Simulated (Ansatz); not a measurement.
# Mg2BeN2 (built on the sites of a database entry of BaMg2Sb2): phonons and vibrational spectra, part 3 of 3

Wanted: phonon frequencies of Mg2BeN2 (built on the sites of a database entry of BaMg2Sb2) and what follows from them.

Ansatz 0.2.0; DFT PBEsol, scalar-relativistic, plane waves, PAW.

So far. Step 4 (Tight relaxation): The largest force component left is 0.056 meV/Å and the pressure is 0.002 GPa, within the tolerances set. The cell now holds 9.94 Å³/atom. Step 5 (Linear response at the zone centre): Before it was imposed, the acoustic sum rule was missed by 1.2e-4 eV/Å² and the charge sum rule by 0.011 e. Small misses are needed for a sound result but don't prove that mesh and cutoff are converged. The relaxed cell has a = 3.358, c = 5.088 Å (conventional setting).

The structure was built from a prototype and need not be the compound's stable phase.

### 6. Phonons on a q mesh

Stability and thermal properties need the whole zone. Linear response on a 3×3×2 q mesh gives force constants as far as a supercell of that size would, and the tensors from the zone-centre run are typed in so that the long-range dipole term is interpolated apart.

Contents of input.yaml:

```yaml
crystal:
  lattice:
    - [3.3580224891, 2.7e-06, 0.0]
    - [-1.6790135829, 2.908131432, 0.0]
    - [0.0, 0.0, 5.0875578533]
  atoms:
    - { symbol: Be, position: [0.0, 0.0, 0.0] }
    - { symbol: Mg, position: [0.3333333333, 0.6666666667, 0.6874943998] }
    - { symbol: Mg, position: [0.6666666667, 0.3333333333, 0.3125056002] }
    - { symbol: "N", position: [0.3333333333, 0.6666666667, 0.2163585109] }
    - { symbol: "N", position: [0.6666666667, 0.3333333333, 0.7836414891] }
kpoints:
  mp_grid: { grid: [9, 9, 6] }
hamiltonian:
  xc: pbesol
scf:
  occupations: { method: fixed }
output:
  eigenvalues: true
phonons:
  method: dfpt
  qmesh: [3, 3, 2]
  temperatures: { t_max: 1000, t_step: 50 }
  qpath:
    path:
      - [[0.0, 0.0, 0.0], [0.5, 0.0, 0.0], [0.33333333, 0.33333333, 0.0], [0.0, 0.0, 0.0], [0.0, 0.0, 0.5], [0.5, 0.0, 0.5], [0.33333333, 0.33333333, 0.5], [0.0, 0.0, 0.5]]
      - [[0.5, 0.0, 0.5], [0.5, 0.0, 0.0]]
      - [[0.33333333, 0.33333333, 0.5], [0.33333333, 0.33333333, 0.0]]
    npoints: 10
  non_analytic_term:
    high_frequency_dielectric_tensor: [[6.2054, 0.0, 0.0], [0.0, 6.2054, 0.0], [0.0, 0.0, 7.0745]]
    born_effective_charges:
      - { species: Be, tensor: [[2.6425, 0.0, 0.0], [0.0, 2.6425, 0.0], [0.0, 0.0, 1.8228]] }
      - { species: Mg, tensor: [[1.5793, 0.0, 0.0], [0.0, 1.5793, 0.0], [0.0, 0.0, 2.0764]] }
      - { species: Mg, tensor: [[1.5793, 0.0, 0.0], [0.0, 1.5793, 0.0], [0.0, 0.0, 2.0764]] }
      - { species: "N", tensor: [[-2.9006, 0.0, 0.0], [0.0, -2.9006, 0.0], [0.0, 0.0, -2.9878]] }
      - { species: "N", tensor: [[-2.9006, 0.0, 0.0], [0.0, -2.9006, 0.0], [0.0, 0.0, -2.9878]] }
    source: "zone-centre run at this cell"
```

The run is started by

```sh
$ ansatz run input.yaml --threads 8 --pin off --max-ram 14336MiB --backend cpu --events-out ev --progress --plain --runs-dir out
```

Numbers of over 12 decimals in the logs are rounded to 6 here.

What it wrote:

```text
Warning: phonons: the dynamical matrix that this run interpolates holds no multipole term above the dipole-dipole one, and a site of this crystal is no centre of inversion, so its interpolated transverse optical and acoustic branches and sound speeds can stay off near Gamma, and the density of states and the thermodynamics with them. What a run solves at a wave vector of phonons.qpoints, Gamma apart, where the deck admits one, is free of this, and under fd what a larger phonons.supercell samples
[...]
Crystal: 5 atoms, lattice volume = 49.683 Å³
Basis set: ecut = 420 eV, 953 PW (Γ), exchange–correlation on 48×48×72 points (8 copies of the dense FFT grid, shifted against one another)
Bands: 21, of which v1, the nominal top of the filled ones, is band 16 counted from 1 (15 counted from 0)
Symmetry: 12 space group operations
k-points: 62 of 486
[...]
SCF iter   1: F=—  HF=-4673.122778 eV  |F-HF|=—  |Δ(HF+E_count)|=         —  Δρ=1.16e-2  dr2=7.10e-2  ethr=1.77e-3  ⟨swp⟩=5.0  Hψ=5508  notcnv=0  defer=179
[...]
SCF iter   8: F=-4673.102539 eV  HF=-4673.102539 eV  |F-HF|=2.73e-12  |Δ(HF+E_count)|=  6.37e-12  Δρ=1.42e-7  dr2=9.34e-12  ethr=1.00e-12  ⟨swp⟩=9.5  Hψ=7646  notcnv=0
SCF 1 converged in 8 iterations: F = -4673.102539 eV  dr2 = 9.34e-12
[...]
DFPT response loops at q = (0, 0, 0) (fractional): preconditioner auto → Resta (q_TF=auto, 2.535 Å⁻¹)  ε∞=6.7 (no band partly filled); β = 1.00, the filter's whole step (`scf.mixing.beta` (0.50) is not read by the response loops at its default; to damp them type it under 1.00, their step now; it binds the ground state too); Broyden in place of MSR1
[...]
SCF converged after 8 iterations
Free energy (F): -4673.102539 eV
[...]
Internal energy: -4673.102539 eV  (E = F + TS)
E sigma→0 (E₀):  -4673.102539 eV
Fermi energy:    8.648279 eV
[...]
--- Band table (eV; the first three rows and the last of 62) ---
  k-point 0: bands = [... 12 lower, 6.9946, 7.3213, 7.3213, 8.6483, 10.0036, 11.8983, 14.9229, 14.9229, ... 1 higher]
  k-point 1: bands = [... 12 lower, 7.0156, 7.3042, 7.3042, 7.8389, 10.6744, 11.9636, 14.8745, 14.8745, ... 1 higher]
  k-point 2: bands = [... 12 lower, 7.0689, 7.0689, 7.2575, 7.2575, 11.3730, 12.2885, 14.7846, 14.7846, ... 1 higher]
  k-point 61: bands = [... 12 lower, 3.8023, 4.4176, 7.8816, 7.8816, 13.3321, 14.1869, 14.1869, 14.5077, ... 1 higher]
--- Phonons (Γ-DFPT): 6 representative perturbations + reference (Σ response iterations 17) ---
  ASR residual: 1.177e-4 → 0.000e0 eV/Å²; symmetrization residual: 2.593e-6 eV/Å²
  ASR residual per site (eV/Å²): 1.18e-4 7.72e-5 7.72e-5 1.04e-4 1.04e-4
[...]
--- Phonons (arbitrary-q DFPT): 6 irreducible q on the 3×3×2 mesh ---
  q = [0.0000, 0.0000, 0.0000] (star 1, of the zone-centre solve; hermiticity 3.44e-7, symmetrization 2.56e-8): -212.53 -212.53 -138.27 -0.00 0.00 0.00 263.10 263.10 295.51 488.14 565.23 605.61 605.61 605.70 605.70
  q = [0.0000, 0.0000, -0.5000] (star 1, 6 solved perturbations in 918 linear systems a pass and spin channel, the states on 244 of 486 k-point pairs; hermiticity 1.44e-5, symmetrization 1.15e-6): -191.70 -191.70 145.57 145.57 196.84 200.11 221.38 221.38 440.04 504.05 602.74 602.74 605.24 605.24 626.58
[...]
sum rule: each row above includes the acoustic sum rule's correction from the zone centre's row sums; it moved no ω² by more than (1.88 cm⁻¹)²
  mesh force constants: q→R imaginary residual 0.00e0; ASR residual 1.177e-4 → 0.000e0 eV/Å²; symmetrization residual 1.776e-14 eV/Å²
  interpolated dispersion: 94 rows × 15 modes
  density of states and harmonic sums: on the 21×21×12 q-mesh, interpolated from the force constants of a 3×3×2 supercell (with the dipole–dipole term of supplied tensors)
  largest difference from the sums on the solved wave vectors: F 4.52e-2 eV, S 5.82e-5 and C_V 2.12e-5 eV/K
  zero-point energy: 0.333515 eV/cell   skipped modes (ω ≤ 0): 1331, of them read as no rigid motion or as one in doubt: 1328 (2.599e0 modes/cell left out, lowest -365.21 cm⁻¹)   left out of the sums: 1.73e-1 of the cell's modes: C_V's classical limit lies that fraction below 3 k_B per atom; for a crystal, a wire or a layer, F and S can be off by more, and a phonons.interpolated_qmesh denser along its periods is the remedy for the sampling
```

Elapsed: 2 min, on 8 threads of Arm Neoverse V2, shared host; peak memory 1.5 GiB.

This step gave:

| Quantity | Value |
| --- | --- |
| sum-rule residual before enforcement | 1.18e-4 eV/Å² |
| lowest frequency on the path | -365.6 cm⁻¹ |
| highest frequency on the path or at a solved wavevector | 754.2 cm⁻¹ |
| lowest mode on the q mesh (acoustic modes at Γ apart) | -347.5 cm⁻¹ |

Frequencies (cm⁻¹) solved at each irreducible wavevector; negative means imaginary. Frequencies by wavevector, by row:

```
q in reciprocal lattice units  star  mode 1  mode 2  mode 3  mode 4  mode 13  mode 14  mode 15
                        0 0 0     1  -212.5  -212.5  -138.3       0    605.6    605.7    605.7
                     0 0 -0.5     1  -191.7  -191.7   145.6   145.6    605.2    605.2    626.6
                   0 0.3333 0     6    -310  -250.3    59.1   103.1    624.6    646.6    708.7
                0 0.3333 -0.5     6  -347.5  -308.4   130.6     202    620.2    659.5      688
              0.3333 0.3333 0     2  -298.1  -297.6  -297.6   184.3      646      646    655.8
           0.3333 0.3333 -0.5     2  -286.2  -286.2  -201.9   220.2    621.9    632.1    647.2
```

Interpolated from a 3×3×2 q mesh, with the LO-TO term (at Γ the limit along the path; where Γ stands inside the path, tables give the limit on arrival). The phonon branches at the labelled points (cm⁻¹):

```
    point  branch 1  branch 2  branch 3  branch 4  branch 12  branch 13  branch 14  branch 15
        Γ      -212      -138         0         0        606        606        606        754
  halfway      -292      -212        52        75        597        618        650        726
        M      -322      -291        97       127        582        625        632        688
  halfway      -319      -302      -209       135        604        624        648        674
        K      -298      -298      -298       184        618        646        646        656
  halfway      -315      -166      -150        44        601        623        648        715
        Γ      -212      -138         0         0        606        606        606        754
  halfway      -202      -202        90        90        604        606        606        624
        A      -192      -192       146       146        603        605        605        627
  halfway      -323      -299       139       203        597        615        653        698
        L      -366      -316        52       215        626        626        642        655
  halfway      -331      -303      -137       204        615        630        640        646
        H      -286      -286      -202       220        622        622        632        647
  halfway      -312      -310       112       195        605        615        658        692
        A      -192      -192       146       146        603        605        605        627
jump to L      -366      -316        52       215        626        626        642        655
  halfway      -348      -307        95       216        603        630        634        673
        M      -322      -291        97       127        582        625        632        688
jump to H      -286      -286      -202       220        622        622        632        647
  halfway      -292      -292      -261       198        624        635        635        653
        K      -298      -298      -298       184        618        646        646        656
```

The phonon density of states has structure finer than the step of the table below, so its rows give means over 50 cm⁻¹, whole bins alone (the curve runs from -365 to 755 cm⁻¹). Peaks (cm⁻¹: height): -325.0: 0.0289, 205.0: 0.0279, 285.0: 0.0263, 475.0: 0.0265, 605.0: 0.0600, 625.0: 0.0507, 645.0: 0.0583.

Tetrahedra on a 21×21×12 mesh, mean over bins of 10 cm-1. Interpolated from a 3×3×2 q mesh. Table of phonon density of states by wavenumber; means over each step:

wavenumber (cm⁻¹), phonon density of states (1/cm⁻¹/cell) and a bar:
```
     -300     0.0229 ###################
     -250     0.0077 #####
     -200     0.0048 ###
     -150     0.0034 ##
     -100     0.0024 #
      -50     0.0020 
        0     0.0018 
       50     0.0030 #
      100     0.0060 ####
      150     0.0077 #####
      200     0.0207 #################
      250     0.0220 ##################
      300     0.0203 #################
      350     0.0189 ################
      400     0.0206 #################
      450     0.0160 #############
      500     0.0191 ################
      550     0.0101 ########
      600     0.0345 ##############################
      650     0.0346 ##############################
      700     0.0125 ##########
```

The partial phonon density of states has structure finer than the step of the table below, so its rows give means over 25 cm⁻¹, whole bins alone (the curve runs from -375 to 785 cm⁻¹). Peaks (cm⁻¹: height): Be -316.3: 0.016, 471.6: 0.00546, 646.7: 0.00516; Mg -301.7: 0.00707, 282.0: 0.0130, 391.4: 0.0134, 471.6: 0.0116, 603.0: 0.0172; N 223.6: 0.0130, 500.8: 0.00819, 632.2: 0.0322.

Phonopy on the run's constants, 19x19x11 mesh, Gaussian sigma 8.3 cm-1. Interpolated from a 3×3×2 q mesh. Partial phonon density of states against wavenumber; means over each step; values in 1/cm⁻¹/cell:

```
wavenumber (cm⁻¹)       Be       Mg        N
             -350  0.00434  0.00122  0.00106
             -325   0.0140  0.00443  0.00291
             -300   0.0148  0.00647  0.00350
             -275  0.00774  0.00332  0.00213
             -250  0.00432  0.00178  0.00137
             -225  0.00326  0.00142  0.00120
             -200  0.00236  0.00135  0.00113
             -175  0.00150  0.00123  0.00109
             -150  0.00129  0.00139  0.00123
             -125   9.7e-4  0.00115   9.6e-4
             -100   7.7e-4   9.6e-4   8.0e-4
              -75   6.4e-4   8.9e-4   7.3e-4
              -50   4.4e-4   8.7e-4   6.5e-4
              -25   2.5e-4   6.1e-4   5.1e-4
                0   1.2e-4   3.1e-4   3.0e-4
               25   3.4e-4   6.1e-4   6.4e-4
               50   7.4e-4  0.00127  0.00140
               75   8.6e-4  0.00193  0.00183
              100   8.9e-4  0.00253  0.00226
              125   8.7e-4  0.00356  0.00344
              150   6.9e-4  0.00336  0.00382
              175   6.3e-4  0.00416  0.00470
              200  0.00112  0.00950   0.0114
              225  0.00138   0.0123   0.0127
              250  0.00128   0.0116  0.00863
              275  0.00171   0.0123  0.00746
              300  0.00176   0.0111  0.00674
              325  0.00215   0.0105  0.00569
              350  0.00270   0.0104  0.00516
              375  0.00323   0.0126  0.00561
              400  0.00359   0.0128  0.00496
              425  0.00297  0.00933  0.00338
              450  0.00334  0.00828  0.00334
              475  0.00499   0.0110  0.00506
              500  0.00472  0.00829  0.00710
              525  0.00389  0.00530  0.00411
              550  0.00296  0.00418  0.00287
              575  0.00167  0.00432  0.00479
              600  0.00178   0.0141   0.0238
              625  0.00324   0.0112   0.0313
              650  0.00441  0.00781   0.0256
              675  0.00248  0.00338   0.0104
              700  0.00198  0.00322  0.00832
              725   4.5e-4  0.00134  0.00315
              750   4.1e-5   2.4e-4   5.5e-4
```

Symmetry leaves 6 wavevectors to solve. The lowest mode among them, the acoustic zeros apart, lies at q = (0, 0.333, -0.5) and is imaginary, 347.5i cm⁻¹, so the energy falls along it. Between them the interpolated path dips to 366i cm⁻¹.

### 7. Isotope substitution, element Mg, natural mass 24.305 amu

An isotope changes the mass and not the force constants, so no new electronic calculation is needed; the shifts show which modes move this element.

The same force constants with the mass of Mg changed from 24.305 to 25.983 u (phonopy, no LO-TO term). Both lists are sorted by frequency; levels can cross, so a row need not hold one and the same mode. Modes under 3 cm⁻¹ are left out. Isotope shifts, by row, the first 40 of 57 rows:

```
         q  rank  natural mass (cm⁻¹)  changed mass (cm⁻¹)
     0 0 0     1               -212.5               -212.4
     0 0 0     2               -212.5               -212.4
     0 0 0     3               -138.3               -136.9
     0 0 0     7                263.1                257.7
     0 0 0     8                263.1                257.7
     0 0 0     9                295.5                287.7
     0 0 0    10                488.1                484.9
     0 0 0    11                565.2                562.9
     0 0 0    12                605.6                597.4
     0 0 0    13                605.6                597.4
     0 0 0    14                605.7                598.1
     0 0 0    15                605.7                598.1
  0 0 -0.5     1               -191.7               -191.7
  0 0 -0.5     2               -191.7               -191.7
  0 0 -0.5     3                145.6                142.6
  0 0 -0.5     4                145.6                142.6
  0 0 -0.5     5                196.8                193.9
  0 0 -0.5     6                200.1                194.7
  0 0 -0.5     7                221.4                217.2
  0 0 -0.5     8                221.4                217.2
  0 0 -0.5     9                  440                  432
  0 0 -0.5    10                504.1                501.1
  0 0 -0.5    11                602.7                594.3
  0 0 -0.5    12                602.7                594.3
  0 0 -0.5    13                605.2                597.7
  0 0 -0.5    14                605.2                597.7
  0 0 -0.5    15                626.6                626.6
0 0.3333 0     1                 -310               -308.7
0 0.3333 0     2               -250.3               -247.6
0 0.3333 0     3                59.09                 58.5
0 0.3333 0     4                103.1                101.1
0 0.3333 0     5                189.5                185.8
0 0.3333 0     6                259.9                254.8
0 0.3333 0     7                289.5                285.6
0 0.3333 0     8                398.1                390.4
0 0.3333 0     9                424.9                415.1
0 0.3333 0    10                463.6                457.2
0 0.3333 0    11                542.1                537.1
0 0.3333 0    12                590.7                582.4
0 0.3333 0    13                624.6                618.9
```

A mode of this element alone would shift by -3.28 %. The highest zone-centre frequency without the field goes from 605.7 to 598.1 cm⁻¹ (-1.3 %).

### 8. Isotope substitution, element N, natural mass 14.007 amu

The same for N, from 14.01 to 15.00 u.

The same force constants with the mass of N changed from 14.007 to 15.000 u (phonopy, no LO-TO term). Both lists are sorted by frequency; levels can cross, so a row need not hold one and the same mode. Modes under 3 cm⁻¹ are left out. Isotope shifts, by row, the first 40 of 57 rows:

```
         q  rank  natural mass (cm⁻¹)  changed mass (cm⁻¹)
     0 0 0     1               -212.5               -211.5
     0 0 0     2               -212.5               -211.5
     0 0 0     3               -138.3               -135.2
     0 0 0     7                263.1                259.5
     0 0 0     8                263.1                259.5
     0 0 0     9                295.5                293.3
     0 0 0    10                488.1                475.3
     0 0 0    11                565.2                565.2
     0 0 0    12                605.6                593.3
     0 0 0    13                605.6                593.3
     0 0 0    14                605.7                594.9
     0 0 0    15                605.7                594.9
  0 0 -0.5     1               -191.7               -191.4
  0 0 -0.5     2               -191.7               -191.4
  0 0 -0.5     3                145.6                143.6
  0 0 -0.5     4                145.6                143.6
  0 0 -0.5     5                196.8                193.8
  0 0 -0.5     6                200.1                198.8
  0 0 -0.5     7                221.4                  218
  0 0 -0.5     8                221.4                  218
  0 0 -0.5     9                  440                434.7
  0 0 -0.5    10                504.1                490.3
  0 0 -0.5    11                602.7                592.3
  0 0 -0.5    12                602.7                592.3
  0 0 -0.5    13                605.2                592.8
  0 0 -0.5    14                605.2                592.8
  0 0 -0.5    15                626.6                622.3
0 0.3333 0     1                 -310               -308.4
0 0.3333 0     2               -250.3               -248.7
0 0.3333 0     3                59.09                57.92
0 0.3333 0     4                103.1                101.6
0 0.3333 0     5                189.5                188.3
0 0.3333 0     6                259.9                  257
0 0.3333 0     7                289.5                  285
0 0.3333 0     8                398.1                395.4
0 0.3333 0     9                424.9                422.2
0 0.3333 0    10                463.6                457.1
0 0.3333 0    11                542.1                535.1
0 0.3333 0    12                590.7                579.8
0 0.3333 0    13                624.6                610.3
```

A mode of this element alone would shift by -3.37 %. The highest zone-centre frequency without the field goes from 605.7 to 594.9 cm⁻¹ (-1.8 %).

### 9. Summary of results

```yaml
space_group_after_relaxation_within_0p01_a: P-3m1
volume_per_atom: 9.94 Å³
gap_on_the_k_mesh: 1.36 eV
highest_optical_mode_at_the_zone_centre_no_lo_to_term: 606 cm⁻¹
top_of_the_zone_centre_spectrum_with_the_field: 754 cm⁻¹
lowest_optical_zone_centre_mode: -213 cm⁻¹
mean_high_frequency_dielectric_constant: 6.50
largest_born_charge_third_of_the_trace: -2.93 e
lowest_mode_on_the_q_mesh_acoustic_modes_at_gamma_apart: -347 cm⁻¹
highest_frequency_on_the_path_or_at_a_solved_wavevector: 754 cm⁻¹
imaginary_modes_on_the_3x3x2_q_mesh: yes
```

What this shows: Modes are clearly imaginary (beyond 10i cm⁻¹) at 6 of the 6 irreducible wavevectors, most at q = (0, 0.333, -0.5) (347.5i cm⁻¹), so this structure is not a minimum of the energy. Without the field, the optical modes at Γ span -213 to 606 cm⁻¹ (negative means imaginary). With the macroscopic field of the longitudinal modes the top of the zone-centre spectrum lies at 754 cm⁻¹, against 606 cm⁻¹ without it. Among the real modes, the strongest infrared line is at 606 cm⁻¹. Averaged over orientations, the strongest Raman line at 532 nm and 300 K is at 488 cm⁻¹. The tensors are the static, non-resonant ones, while 532 nm light (2.33 eV) lies above the computed gap. With the field response the log warns that the k mesh is coarse for the force constants too, so the frequencies may not be converged. The program warns that the interpolation holds no quadrupole term, so branches close to Γ can be off in this crystal. The starting cell was built on a prototype and not taken from a measurement, so the phase need not exist. These are harmonic frequencies at zero temperature: anharmonic shifts, linewidths and thermal expansion are left out.

[Logs are printed without paths, hosts, clocks, repeated set-up lines and the standing remarks that a program may print on its own settings, such as how far it seeks lower states.]

[Hosts, paths, dates, database ids (printed as entryN), source tags and the programs' standing remarks are cut or masked in the printed files.]
